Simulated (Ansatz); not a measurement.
**Transmission past a defect: Ta wire along [111], 4 atoms a period, vacancy of one Ta**

Wanted: the relaxed defect and the transmission past it, beside the channels of the perfect wire.

Main program and level: Ansatz 0.2.0; DFT PBE, plane waves, PAW; relaxation of a wire's period, in the first sound run; inputs show where later runs differ.

### Step 1. Starting point

The cell holds 4 atoms: 4 Ta. Cell: a = 11.495 Å, b = 9.511 Å, c = 2.875 Å, α = 90.0°, β = 90.0°, γ = 90.0°. Vacuum lies along a and b. The structure's axis is c.

### Step 2. Relaxation of atoms and period

Band widths follow the bond lengths, so the wire is relaxed first. The atoms and the third cell vector are free; the box across stays fixed as vacuum. A Fermi-Dirac smearing is set since the result may be a metal. The pressure printed is a third of the stress's trace over the whole box, vacuum included; only the stress along the axis is relaxed.

input.yaml reads:

```yaml
crystal:
  lattice:
    - [11.495, 0.0, 0.0]
    - [0.0, 9.511, 0.0]
    - [0.0, 0.0, 2.8752043406]
  atoms:
    - { symbol: Ta, position: [0.295780774, 0.499987838, 0.0] }
    - { symbol: Ta, position: [0.500008222, 0.357480812, 0.333333333] }
    - { symbol: Ta, position: [0.500008222, 0.642494864, 0.666666667] }
    - { symbol: Ta, position: [0.70423567, 0.499987838, 0.0] }
kpoints:
  mp_grid: { grid: [1, 1, 28] }
scf:
  occupations: { method: fermi_dirac, width: 0.05 }
hamiltonian:
  xc: pbe
relax:
  cell: { fix: [a, b, alpha, beta, gamma] }
  max_steps: 60
```

Started as:

```console
$ ansatz run input.yaml --threads 4 --pin off --max-ram 16384MiB --backend cpu --events-out ev --progress --plain --runs-dir out
```

Numbers of over 12 decimals in the logs are rounded to 6 here.

Output:

```text
Engine: ansatz 0.2.0, aarch64-unknown-linux-gnu
Pseudopotentials: kind: paw
Pseudopotential: Ta, paw, valence charge 13, recommended cutoff 420 eV (normal), Ta.paw.azcp
Functional definition: PBE
  parameter kappa = 0.804
  parameter beta = 0.066725
  exchange = pbe_x(kappa = kappa, mu = beta*pi^2/3)
  correlation = pbe_c(beta = beta)
Crystal: 4 atoms, lattice volume = 314.343 Å³
Basis set: ecut = 420 eV, 6137 PW (Γ), exchange–correlation on 160×128×40 points (8 copies of the dense FFT grid, shifted against one another)
Bands: 32, of which v1, the nominal top of the filled ones, is band 26 counted from 1 (25 counted from 0)
Symmetry: 4 space group operations
Space group: P2/m (ITA 10), of the structure as read, at distance tolerance 6.8e-5 Å
k-points: 15 of 28
Non-local potential: Ta, projectors of the file, l = 0: 3, l = 1: 2, l = 2: 2, l = 3: 1
PAW form: soft (Blöchl's): semilocal exchange-correlation on the pseudo side does not see the compensation charge
PAW one-centre angular grid: Ta, 590 points (default); XC on 64 Gauss nodes
Initial density: superposition of atomic densities (neutral atoms: chi_scale 0, normalization atom), corrected by the library's trained network
Initial wavefunctions: pseudopotential atomic-orbital guess
Functional: x = pbe(κ = 0.804, μ = 0.219515), c = pbe(β = 0.066725)
SCF iter   1: F=—  HF=-39719.062253 eV  |F-HF|=—  |Δ(HF+E_count)|=         —  Δρ=6.78e-3  dr2=2.69e-1  ethr=1.77e-3  ⟨swp⟩=8.0  Hψ=2218  notcnv=0
preconditioner: auto → LDOS  [metal: Δε(μ)=0.050 eV  Ē_g=2.578 eV  σ=0.050 eV  W_gap=0.24  n_scr=32 (ndim 8)  ℏωp=9.4 eV  f_vac=0.532  D(μ)=8.14/eV (n_scr^D=40)  β→1.0]
SCF iter   2: F=—  HF=-39719.021392 eV  |F-HF|=—  |Δ(HF+E_count)|=   4.09e-2  Δρ=3.31e-3  dr2=5.44e-2  ethr=5.17e-4  ⟨swp⟩=3.5  Hψ=911  notcnv=0
SCF iter   3: F=—  HF=-39719.016300 eV  |F-HF|=—  |Δ(HF+E_count)|=   5.09e-3  Δρ=8.93e-4  dr2=7.43e-3  ethr=1.05e-4  ⟨swp⟩=2.8  Hψ=783  notcnv=0
SCF iter   4: F=—  HF=-39719.015851 eV  |F-HF|=—  |Δ(HF+E_count)|=   4.48e-4  Δρ=4.08e-4  dr2=8.48e-4  ethr=1.43e-5  ⟨swp⟩=2.1  Hψ=732  notcnv=0
SCF iter   5: F=—  HF=-39719.015719 eV  |F-HF|=—  |Δ(HF+E_count)|=   1.33e-4  Δρ=1.21e-4  dr2=2.16e-4  ethr=1.63e-6  ⟨swp⟩=2.0  Hψ=707  notcnv=0
SCF iter   6: F=—  HF=-39719.015740 eV  |F-HF|=—  |Δ(HF+E_count)|=   2.13e-5  Δρ=3.82e-5  dr2=9.78e-6  ethr=4.16e-7  ⟨swp⟩=2.0  Hψ=614  notcnv=0
SCF iter   7: F=—  HF=-39719.015774 eV  |F-HF|=—  |Δ(HF+E_count)|=   3.41e-5  Δρ=1.10e-5  dr2=4.76e-7  ethr=1.88e-8  ⟨swp⟩=2.0  Hψ=649  notcnv=0
SCF iter   8: F=—  HF=-39719.015775 eV  |F-HF|=—  |Δ(HF+E_count)|=   4.19e-7  Δρ=3.82e-6  dr2=1.03e-7  ethr=1.92e-10  ⟨swp⟩=5.9  Hψ=1899  notcnv=0
SCF iter   9: F=-39719.015775 eV  HF=-39719.015775 eV  |F-HF|=9.17e-10  |Δ(HF+E_count)|=   1.47e-8  Δρ=1.04e-6  dr2=7.24e-9  ethr=1.92e-10  ⟨swp⟩=5.0  Hψ=1627  notcnv=0
SCF 1 converged in 9 iterations: F = -39719.015775 eV  dr2 = 7.24e-9
  greatest PAW one-centre occupation: 0.999 electrons in one spin orbital (limit 2), on the Ta atom at site 2 (counted from 0), in its partial waves of l = 0
relax step   1: F+E_penalty+E_count = -39719.01577459 eV  Δ(F+E_penalty+E_count) = +0.000e0 eV  max|allowed force component| = 2.411e0 eV/Å  Δτ_max = 0.0000 Å  P = -5.582 GPa  Ω = 314.343 Å³  fix = [a, b, alpha, beta, gamma]  reactions: a -6.015, b -3.180 GPa; alpha +0.445 GPa/rad  (9 SCF iters, dr2 threshold 1.00e-7 eV, accepted)
Crystal: 4 atoms, lattice volume = 305.370 Å³
Basis set: ecut = 420 eV, 6009 PW (Γ), exchange–correlation on 160×128×40 points (8 copies of the dense FFT grid, shifted against one another)
Initial density: handed on by an earlier stage of this run
Initial wavefunctions: those handed on with the density
SCF iter   1: F=—  HF=-39720.493546 eV  |F-HF|=—  |Δ(HF+E_count)|=         —  Δρ=1.75e-2  dr2=3.78e0  ethr=3.10e-3  ⟨swp⟩=10.9  Hψ=2678  notcnv=0
preconditioner: auto → LDOS  [metal: Δε(μ)=0.017 eV  Ē_g=3.265 eV  σ=0.050 eV  W_gap=0.08  n_scr=32 (ndim 8)  ℏωp=9.5 eV  f_vac=0.574  D(μ)=8.39/eV (n_scr^D=42)  β→1.0]
SCF iter   2: F=—  HF=-39720.363998 eV  |F-HF|=—  |Δ(HF+E_count)|=   1.30e-1  Δρ=1.38e-2  dr2=2.04e0  ethr=3.10e-3  ⟨swp⟩=4.1  Hψ=1224  notcnv=0
SCF iter   3: F=—  HF=-39720.045744 eV  |F-HF|=—  |Δ(HF+E_count)|=   3.18e-1  Δρ=2.49e-3  dr2=4.36e-2  ethr=3.10e-3  ⟨swp⟩=3.1  Hψ=827  notcnv=0
SCF iter   4: F=—  HF=-39720.051039 eV  |F-HF|=—  |Δ(HF+E_count)|=   5.30e-3  Δρ=8.53e-4  dr2=3.40e-3  ethr=8.39e-5  ⟨swp⟩=2.5  Hψ=839  notcnv=0
SCF iter   5: F=—  HF=-39720.052259 eV  |F-HF|=—  |Δ(HF+E_count)|=   1.22e-3  Δρ=2.36e-4  dr2=1.92e-4  ethr=6.54e-6  ⟨swp⟩=2.1  Hψ=695  notcnv=0
SCF iter   6: F=—  HF=-39720.052444 eV  |F-HF|=—  |Δ(HF+E_count)|=   1.85e-4  Δρ=6.60e-5  dr2=1.43e-5  ethr=3.68e-7  ⟨swp⟩=2.7  Hψ=915  notcnv=0
SCF iter   7: F=—  HF=-39720.052456 eV  |F-HF|=—  |Δ(HF+E_count)|=   1.24e-5  Δρ=2.41e-5  dr2=4.79e-6  ethr=2.76e-8  ⟨swp⟩=3.1  Hψ=996  notcnv=0
SCF iter   8: F=—  HF=-39720.052457 eV  |F-HF|=—  |Δ(HF+E_count)|=   6.92e-7  Δρ=8.10e-6  dr2=4.46e-7  ethr=9.20e-9  ⟨swp⟩=2.1  Hψ=628  notcnv=0
SCF iter   9: F=-39720.052457 eV  HF=-39720.052457 eV  |F-HF|=6.24e-9  |Δ(HF+E_count)|=   3.53e-8  Δρ=2.08e-6  dr2=1.26e-8  ethr=7.69e-10  ⟨swp⟩=5.3  Hψ=1755  notcnv=0
SCF 2 converged in 9 iterations: F = -39720.052457 eV  dr2 = 1.26e-8
  greatest PAW one-centre occupation: 1.000 electrons in one spin orbital (limit 2), on the Ta atom at site 2 (counted from 0), in its partial waves of l = 0
relax step   2: F+E_penalty+E_count = -39720.05245700 eV  Δ(F+E_penalty+E_count) = -1.037e0 eV  max|allowed force component| = 1.341e0 eV/Å  Δτ_max = 0.1950 Å  P = +0.212 GPa  Ω = 305.370 Å³  energy of the carried Pulay correction = +6.184e-4 eV  fix = [a, b, alpha, beta, gamma]  reactions: a +0.059, b +1.576 GPa; alpha +0.424 GPa/rad  (9 SCF iters, dr2 threshold 4.00e-7 eV, accepted)
Crystal: 4 atoms, lattice volume = 301.044 Å³
Basis set: ecut = 420 eV, 5941 PW (Γ), exchange–correlation on 160×128×40 points (8 copies of the dense FFT grid, shifted against one another)
iter 1 solved again at ethr=7.12e-4 eV; its pass at ethr=3.10e-3 eV (dr2=3.70e-1 eV) is discarded
SCF iter   1: F=—  HF=-39720.296313 eV  |F-HF|=—  |Δ(HF+E_count)|=         —  Δρ=1.06e-2  dr2=3.83e-1  ethr=7.12e-4  ⟨swp⟩=1.3  Hψ=3064  notcnv=0
preconditioner: auto → LDOS  [metal: Δε(μ)=0.073 eV  Ē_g=3.002 eV  σ=0.050 eV  W_gap=0.32  n_scr=32 (ndim 8)  ℏωp=9.6 eV  f_vac=0.564  D(μ)=6.03/eV (n_scr^D=30)  β→1.0]
SCF iter   2: F=—  HF=-39720.283988 eV  |F-HF|=—  |Δ(HF+E_count)|=   1.23e-2  Δρ=5.72e-3  dr2=3.26e-1  ethr=7.12e-4  ⟨swp⟩=3.2  Hψ=988  notcnv=0
[...]
relax step  15: F+E_penalty+E_count = -39721.18068767 eV  Δ(F+E_penalty+E_count) = -9.140e-3 eV  max|allowed force component| = 1.828e-1 eV/Å  Δτ_max = 0.0083 Å  P = -0.110 GPa  Ω = 340.786 Å³  energy of the carried Pulay correction = -1.724e-3 eV  fix = [a, b, alpha, beta, gamma]  reactions: a -0.220, b -0.370 GPa; alpha +0.037 GPa/rad  (11 SCF iters, accepted)
relax step  16: F+E_penalty+E_count = -39721.18758010 eV  Δ(F+E_penalty+E_count) = -6.892e-3 eV  max|allowed force component| = 1.127e-1 eV/Å  Δτ_max = 0.0271 Å  P = -0.121 GPa  Ω = 348.456 Å³  energy of the carried Pulay correction = -2.198e-3 eV  fix = [a, b, alpha, beta, gamma]  reactions: a +0.146, b -0.084 GPa; alpha +0.062 GPa/rad  (6 SCF iters, dr2 threshold 4.00e-7 eV, accepted)
relax step  17: F+E_penalty+E_count = -39720.97414760 eV  Δ(F+E_penalty+E_count) = +2.134e-1 eV  max|allowed force component| = 1.616e0 eV/Å  Δτ_max = 0.0688 Å  P = +2.607 GPa  Ω = 336.958 Å³  energy of the carried Pulay correction = -1.483e-3 eV  fix = [a, b, alpha, beta, gamma]  (7 SCF iters, dr2 threshold 4.00e-7 eV, rejected (line search))
relax step  18: F+E_penalty+E_count = -39721.18970910 eV  Δ(F+E_penalty+E_count) = -2.129e-3 eV  max|allowed force component| = 1.342e-1 eV/Å  Δτ_max = 0.0213 Å  P = -0.025 GPa  Ω = 342.952 Å³  energy of the carried Pulay correction = -1.859e-3 eV  fix = [a, b, alpha, beta, gamma]  reactions: a -0.195, b -0.156 GPa; alpha +0.018 GPa/rad  (11 SCF iters, accepted)
relax step  19: F+E_penalty+E_count = -39721.19329475 eV  Δ(F+E_penalty+E_count) = -3.586e-3 eV  max|allowed force component| = 2.548e-2 eV/Å  Δτ_max = 0.0125 Å  P = -0.039 GPa  Ω = 345.899 Å³  energy of the carried Pulay correction = -2.042e-3 eV  fix = [a, b, alpha, beta, gamma]  reactions: a +0.020, b -0.082 GPa; alpha -0.002 GPa/rad  (7 SCF iters, dr2 threshold 4.00e-7 eV, accepted)
relax step  20: F+E_penalty+E_count = -39721.19334578 eV  Δ(F+E_penalty+E_count) = -5.103e-5 eV  max|allowed force component| = 3.875e-2 eV/Å  Δτ_max = 0.0044 Å  P = -0.041 GPa  Ω = 345.259 Å³  energy of the carried Pulay correction = -2.002e-3 eV  fix = [a, b, alpha, beta, gamma]  reactions: a +0.030, b -0.172 GPa; alpha +0.002 GPa/rad  (7 SCF iters, dr2 threshold 4.06e-8 eV, accepted)
relax step  21: F+E_penalty+E_count = -39721.19348097 eV  Δ(F+E_penalty+E_count) = -1.352e-4 eV  max|allowed force component| = 5.384e-3 eV/Å  Δτ_max = 0.0028 Å  P = -0.042 GPa  Ω = 345.416 Å³  energy of the carried Pulay correction = -2.012e-3 eV  fix = [a, b, alpha, beta, gamma]  reactions: a -0.015, b -0.111 GPa; alpha +0.001 GPa/rad  (6 SCF iters, dr2 threshold 9.39e-8 eV, accepted)
Basis set: ecut = 420 eV, 6787 PW (Γ), exchange–correlation on 160×128×48 points (8 copies of the dense FFT grid, shifted against one another)
Initial wavefunctions: pseudopotential atomic-orbital guess (no wavefunctions were taken with the density)
iter 1 solved again at ethr=1.95e-7 eV; its pass at ethr=3.10e-3 eV (dr2=1.01e-4 eV) is discarded
SCF iter   1: F=—  HF=-39721.190403 eV  |F-HF|=—  |Δ(HF+E_count)|=         —  Δρ=2.68e-4  dr2=2.43e-5  ethr=1.95e-7  ⟨swp⟩=4.7  Hψ=3685  notcnv=0
preconditioner: auto → LDOS  [metal: Δε(μ)=0.031 eV  Ē_g=3.271 eV  σ=0.050 eV  W_gap=0.15  n_scr=34 (ndim 8)  ℏωp=8.9 eV  f_vac=0.603  D(μ)=5.00/eV (n_scr^D=20)  β→1.0]
SCF iter   2: F=—  HF=-39721.197951 eV  |F-HF|=—  |Δ(HF+E_count)|=   7.55e-3  Δρ=2.13e-5  dr2=8.92e-6  ethr=4.66e-8  ⟨swp⟩=4.9  Hψ=1235  notcnv=0
SCF iter   3: F=—  HF=-39721.197940 eV  |F-HF|=—  |Δ(HF+E_count)|=   1.05e-5  Δρ=1.12e-5  dr2=1.22e-6  ethr=1.72e-8  ⟨swp⟩=2.2  Hψ=551  notcnv=0
SCF iter   4: F=—  HF=-39721.198053 eV  |F-HF|=—  |Δ(HF+E_count)|=   1.13e-4  Δρ=5.22e-6  dr2=3.09e-7  ethr=2.34e-9  ⟨swp⟩=2.2  Hψ=647  notcnv=0
SCF iter   5: F=—  HF=-39721.198053 eV  |F-HF|=—  |Δ(HF+E_count)|=   1.24e-7  Δρ=2.02e-6  dr2=5.77e-8  ethr=5.93e-10  ⟨swp⟩=2.6  Hψ=849  notcnv=0
SCF iter   6: F=—  HF=-39721.198053 eV  |F-HF|=—  |Δ(HF+E_count)|=  9.09e-10  Δρ=5.62e-7  dr2=2.07e-9  ethr=1.11e-10  ⟨swp⟩=2.1  Hψ=634  notcnv=0
SCF iter   7: F=—  HF=-39721.198053 eV  |F-HF|=—  |Δ(HF+E_count)|=   3.42e-9  Δρ=2.63e-7  dr2=1.26e-9  ethr=3.99e-12  ⟨swp⟩=3.1  Hψ=941  notcnv=0
SCF iter   8: F=—  HF=-39721.198053 eV  |F-HF|=—  |Δ(HF+E_count)|=  1.02e-10  Δρ=8.28e-8  dr2=7.56e-11  ethr=2.42e-12  ⟨swp⟩=2.2  Hψ=681  notcnv=0
SCF iter   9: F=-39721.198053 eV  HF=-39721.198053 eV  |F-HF|=0.00e0  |Δ(HF+E_count)|=  1.02e-10  Δρ=2.65e-8  dr2=6.19e-12  ethr=1.00e-12  ⟨swp⟩=5.9  Hψ=1869  notcnv=0
SCF 22 converged in 9 iterations: F = -39721.198053 eV  dr2 = 6.19e-12
relax step  22: F+E_penalty+E_count = -39721.19805317 eV  Δ(F+E_penalty+E_count) = -4.572e-3 eV  max|allowed force component| = 6.596e-3 eV/Å  Δτ_max = 0.0000 Å  P = -0.031 GPa  Ω = 345.416 Å³  fix = [a, b, alpha, beta, gamma]  reactions: a -0.008, b -0.104 GPa; alpha +0.001 GPa/rad  stress off target by 1.93e-2 GPa on what of the cell is left free  SCF on the basis re-selected at this cell (its energy is not comparable with the rows above)  (9 SCF iters)
basis re-selected at this cell: Δ(F+E_penalty+E_count) = -4.572e-3 eV, ΔP = +0.011 GPa vs the last step (what re-selecting the basis moved, of the pressure what is left beyond the Pulay correction that the steps carried, after the strain that the cell walked since its last selection, with what the two solves' SCF thresholds leave and, on support functions, any second-order correction that the steps lacked; it is no measure of the basis error at this ecutwfc). The dense FFT grid was sized anew with the basis: this SCF ran on 80×64×24 points, the steps before it on 80×64×20, so part of this shift can come from that change (see relax.cell in the input reference). [rest of the remark cut]
SCF converged after 9 iterations
Free energy (F): -39721.198053 eV
Harris-Foulkes:  -39721.198053 eV  (|F-HF|=0.00e0)
Internal energy: -39721.157052 eV  (E = F + TS)
E sigma→0 (E₀):  -39721.177553 eV
Entropy (-TS):   -0.041001 eV (-10.250 meV/atom)
Fermi energy:    1.402694 eV
--- Per-component energies (eV) ---
  E_band       = -1334.594812
  E_kinetic    = 1457.136163
  E_local      = -15387.663328  (includes V_loc(G=0)·N_el)
  E_nonlocal   = 66.418953
  E_hartree    = 6893.405551
  E_xc         = -866.196910
  E_vxc        = -805.883009  (∫ρ·V_xc dr)
  E_paw        = -33586.993383  (= ΣΔE_a)
  E_vpaw       = -451.415245  (= ΣTr[D̂ρ^β])
  E_aug_tail   = 0.000595  (compensation charges beyond the density's cutoff)
  E_ewald      = 1702.735307
  E_smearing   = -0.041001  (= −TS)
  E_closure    = 0.000000  (closes the sum)
  Σ components = -39721.198053   (vs F -39721.198053, Δ=0.00e0)
--- Forces (eV/Å), atoms counted from 1 ---
  atom   1  Ta     0.00659562     0.00000000     0.00000000
  atom   2  Ta     0.00000000    -0.00313684     0.00036992
  atom   3  Ta     0.00000000     0.00313684    -0.00036992
  atom   4  Ta    -0.00659562     0.00000000     0.00000000
  max |Σ_I F_I| component: 8.67e-19 eV/Å
--- Stress (GPa, compression-positive) ---
       -0.008302       0.000000       0.000000
        0.000000      -0.104109      -0.000511
        0.000000      -0.000511       0.019321
  P = ⅓ Tr σ = -0.0310 GPa (-0.310 kbar)
--- Relaxed structure (21 steps of the walk, 19 accepted, 1 SCFs on fresh bases) ---
  F+E_penalty+E_count = -39721.19805317 eV   max|allowed force component| = 6.596e-3 eV/Å   (the final SCF, on the basis selected at the relaxed cell)
  cell:  # Å, volume = 345.4156 Å³
    - [11.495, 0.0, 0.0]
    - [0.0, 9.511, 0]
    - [0.0, 0, 3.159416]
  atoms:
    - { symbol: Ta, position: [0.369471, 0.499987838, 6.033391962725e-19] }
    - { symbol: Ta, position: [0.500008222, 0.342111, 0.499978] }
    - { symbol: Ta, position: [0.500008222, 0.657864, 0.500022] }
    - { symbol: Ta, position: [0.630545, 0.499987838, 6.033391962725e-19] }
```

Run time: 52 s. Hardware: 4 threads of Arm Neoverse V1, shared host; peak memory 0.69 GiB; 3.3 min of CPU time.

Step by step:

```tsv
step	energy less that of the first step (eV)	largest force component (eV/Å)	pressure (GPa)	volume (Å³)
1	0.0000	2.4105	-5.58	314.34
2	-1.0367	1.3410	0.21	305.37
3	-1.2067	0.3286	-0.51	301.04
4	-1.2601	0.1363	-0.51	296.87
5	-1.2726	0.0750	0.18	290.14
6	-1.2800	0.1349	0.10	290.90
7	-1.4049	0.4031	-0.47	293.72
8	-1.6170	0.4728	-0.46	291.34
9	-1.8807	0.1269	0.92	299.95
10	-1.8999	1.5180	0.95	315.40
11	-2.0986	0.6589	-0.32	330.68
12	-2.1487	0.1565	-0.16	334.33
13	-2.1558	0.0302	0.14	337.34
14	-2.0743	1.1123	0.88	352.68
15	-2.1649	0.1828	-0.11	340.79
16	-2.1718	0.1127	-0.12	348.46
17	-1.9584	1.6159	2.61	336.96
18	-2.1739	0.1342	-0.03	342.95
19	-2.1775	0.0255	-0.04	345.90
20	-2.1776	0.0388	-0.04	345.26
21	-2.1777	0.0054	-0.04	345.42
22*	-2.1823	0.0066	-0.03	345.42
```

Relaxation steps marked * repeat the geometry before them on a plane-wave basis chosen anew for their cell, so energy and pressure can jump there. Relaxation steps 14, 17 were tried and not accepted.

The run keeps the 4 symmetry operations that it works with, so distortions that break them were not tested.

```tsv
cell as run	before	after	change
c (Å)	2.875	3.159	+9.9 %
```

The atoms that moved most (Å, along periodic axes as changes of fractional coordinates times the final cell, across vacuum about the mean position):

```tsv
atom	dx	dy	dz	length
Ta4	-0.847	0.000	0.000	0.847
Ta1	0.847	0.000	0.000	0.847
Ta3	0.000	0.146	-0.526	0.546
Ta2	0.000	-0.146	0.526	0.546
```

Final coordinates:

```cif
data_structure
_symmetry_space_group_name_H-M 'P 1'
_symmetry_Int_Tables_number 1
_cell_length_a 11.4950
_cell_length_b 9.5110
_cell_length_c 3.1594
_cell_angle_alpha 90.000
_cell_angle_beta 90.000
_cell_angle_gamma 90.000
_cell_volume 345.42
loop_
_atom_site_label
_atom_site_type_symbol
_atom_site_fract_x
_atom_site_fract_y
_atom_site_fract_z
_atom_site_occupancy
Ta1 Ta 0.36947 0.49999 0.00000 1
Ta2 Ta 0.50001 0.34211 0.49998 1
Ta3 Ta 0.50001 0.65786 0.50002 1
Ta4 Ta 0.63055 0.49999 0.00000 1
```

This step gave:

* energy at zero smearing: -39721.1776 eV
* cell length along the wire: 3.159 Å

The cell's length comes to 3.159 Å with spin left out. 2 contacts a cell pass between under 1.1 and over 1.27 times the sum of covalent radii, so the wire has rearranged from the shape that names it.

[end of part 1 of 3]

[Logs are printed without paths, hosts, clocks, repeated set-up lines and the standing remarks that a program may print on its own settings, such as how far it seeks lower states.]

[Hosts, paths, dates, database ids (printed as entryN), source tags and the programs' standing remarks are cut or masked in the printed files.]
